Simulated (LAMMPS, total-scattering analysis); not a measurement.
**How mole fraction of Cr2O3 + BaO + SnO2 changes the structure of 46SiO2-49TiO2-3Cr2O3-1BaO-1SnO2 (mol %) to 24SiO2-26TiO2-31Cr2O3-11BaO-9SnO2 (mol %)**

Each member is made by classical molecular dynamics (LAMMPS) with the Morse and Coulomb pair potential with partial charges (Pedone, Malavasi, Menziani, Cormack and Segre, J. Phys. Chem. B 110, 11780 (2006)), with about 600 atoms, cooled at 100 K/ps (100 K/ps at least while the volume is held), and sampled at 300 K. Compositions: 0.05: 46SiO2-49TiO2-3Cr2O3-1BaO-1SnO2 (mol %); 0.25: 36SiO2-39TiO2-15Cr2O3-5BaO-4SnO2 (mol %); 0.5: 24SiO2-26TiO2-31Cr2O3-11BaO-9SnO2 (mol %).

The totals are in Faber–Ziman form. Below 4 Å⁻¹ the partials are summed on each cell's reciprocal vectors and folded with a narrow Gaussian, which lowers sharp peaks; above it they are tapered transforms of g(r). X-rays take neutral-atom form factors, neutrons coherent lengths (Si 4.15071, Ti -3.37, Cr 3.635, Ba 5.07, Sn 6.2239, O 5.8037 fm). G(r) = 4πrρ₀[g(r) − 1] carries the resolution of a Lorch-windowed transform up to 25 Å⁻¹. The patterns are simulated, not measured. The potential has fixed partial charges and no three-body term, so angles and changes of cation coordination with composition are its weak points, and some glasses come out too dense.

The rows are the members that were run; a member may also have been kept off the list beforehand.

| mole fraction of Cr2O3 + BaO + SnO2 | state | density (g/cm³) | first clear X-ray maximum (Å⁻¹) | its height (X-ray) | first clear neutron maximum (Å⁻¹) | its height (neutron) | Si–O (Å) | O around Si | Ti–O (Å) | O on one former (%) |
| --- | --- | --- | --- | --- | --- | --- | --- | --- | --- | --- |
| 0.05 | rigid | 2.801 | 1.84 | 1.67 | 2.65 | 2.88 | 1.61 | 4.00 | 1.79 | 48.2 |
| 0.25 | rigid | 3.594 | 2.08 | 1.51 | 2.69 | 2.44 | 1.60 | 4.03 | 1.80 | 48.4 |
| 0.5 | rigid | 4.378 | 2.23 | 1.68 | 2.71 | 2.14 | 1.60 | 4.00 | 1.85 | 38.7 |

The neutron S(Q):

```
Q (Å⁻¹)   0.05   0.25    0.5
    0.8  -0.08   0.04  -0.02
    1.1  -0.04   0.03   0.00
    1.4  -0.02  -0.02   0.02
    1.7   0.47   0.16   0.12
    2.0   0.25   0.24   0.25
    2.3   0.45   0.49   0.42
    2.6   2.71   2.16   1.75
    2.9   1.54   1.73   1.81
    3.2   0.63   0.79   0.96
    3.5   0.59   0.69   0.73
    3.8   0.44   0.68   0.81
    4.1   0.54   0.71   0.87
    4.4   0.71   0.87   0.99
    4.7   1.17   1.17   1.15
    5.0   1.54   1.43   1.30
    5.3   1.50   1.32   1.18
    5.6   1.17   1.02   0.91
    5.9   0.95   0.86   0.80
    6.2   0.87   0.83   0.82
    6.5   0.78   0.88   0.90
    6.8   0.80   0.98   1.05
    7.1   0.93   1.02   1.16
    7.4   0.99   1.01   1.12
    7.7   1.02   1.01   1.02
    8.0   1.02   1.01   0.96
```

Oxygen bound to a single network former goes from 48 to 39 % along the series. From the first row to the last, the number of O around Ti goes from 4.1 to 5.5.

**Question.** One more member gave density (g/cm³) 3.094, first clear X-ray maximum (Å⁻¹) 1.96, its height (X-ray) 1.70, first clear neutron maximum (Å⁻¹) 2.70, its height (neutron) 3.05, Si–O (Å) 1.61, O around Si 4.00, Ti–O (Å) 1.80, O on one former (%) 47.7. What is its mole fraction of Cr2O3 + BaO + SnO2?

The steadiest measure along the series is density (g/cm³): 2.801 at 0.05, 3.594 at 0.25, 4.378 at 0.5. The value 3.094 interpolates to 0.12; the member was 0.1 (44SiO2-47TiO2-6Cr2O3-2BaO-2SnO2 (mol %)).

[Logs are printed without paths, hosts, clocks, repeated set-up lines and the standing remarks that a program may print on its own settings, such as how far it seeks lower states.]
